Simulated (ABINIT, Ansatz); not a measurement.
An input for ABINIT 10.8.3 (Sr2H6Os (Fm-3m)):

```
acell 3*1.0 Angstrom
rprim 
  0.000000000000 3.812277830000 3.812277830000
  3.812277830000 -0.000000000000 3.812277830000
  3.812277830000 3.812277830000 0.000000000000
ntypat 3
znucl 38 1 76
natom 9
typat 1 1 2 2 2 2 2 2 3
xred 
  0.750000000000 0.750000000000 0.750000000000
  0.250000000000 0.250000000000 0.250000000000
  0.773847590000 0.773847590000 0.226152410000
  0.226152410000 0.773847590000 0.226152410000
  0.773847590000 0.226152410000 0.226152410000
  0.226152410000 0.226152410000 0.773847590000
  0.773847590000 0.226152410000 0.773847590000
  0.226152410000 0.773847590000 0.773847590000
  0.000000000000 0.000000000000 0.000000000000
pp_dirpath "pseudos"
pseudos "Sr.upf, H.upf, Os.upf"
ecut 33
ngkpt 4 4 4
nshiftk 1
shiftk 0.11 0.21 0.31
kptopt 3
chksymbreak 0
istwfk *1
occopt 1
irdwfk 1
optdriver 99
bs_calctype 1
mbpt_sciss 1.126 eV
bs_loband 14
nband 31
bs_exchange_term 1
bs_coulomb_term 21
bs_coupling 0
bs_algorithm 2
bs_freq_mesh 0 10 0.1 eV
zcut 0.15 eV
ecuteps 3
ecutwfn 16.5
inclvkb 2
mdf_epsinf 4.36
irdden 1
bs_haydock_niter 300
bs_haydock_tol -0.02 0
indata_prefix "in"
outdata_prefix "out"
tmpdata_prefix "tmp"
```

```sh
OMP_NUM_THREADS=1 mpirun -n 4 abinit run.abi > log
```

Estimate wall time and host memory on 4 MPI ranks of Intel Xeon 6975P-C (Granite Rapids), shared host.

It took 5.1 min; on shared hardware allow 2.6 min to 10 min. Peak host memory was 2.0 GiB.

The kernel grows as the square of the matrix size, and full diagonalisation as its cube.

[Paths, hosts, dates, memory and timing lines, banners, echoed tables and standing remarks are left out of the program output.]

[Logs are printed without paths, hosts, clocks, repeated set-up lines and the standing remarks that a program may print on its own settings, such as how far it seeks lower states.]

[Runs of the session that timed out or met a known fault of the program may be left out.]

[Hosts, paths, dates, database ids (printed as entryN), source tags and the programs' standing remarks are cut or masked in the printed files.]

[G0W0 gaps are taken among the corrected bands and points alone; a level outside them can change the order at an edge.]

[Where Ansatz stands beside ABINIT at settings called matched, ABINIT's density can come from a denser mesh and the files from another edition; pairs whose starting gaps differed by over 0.03 eV were left out, so agreement reads better than it is.]
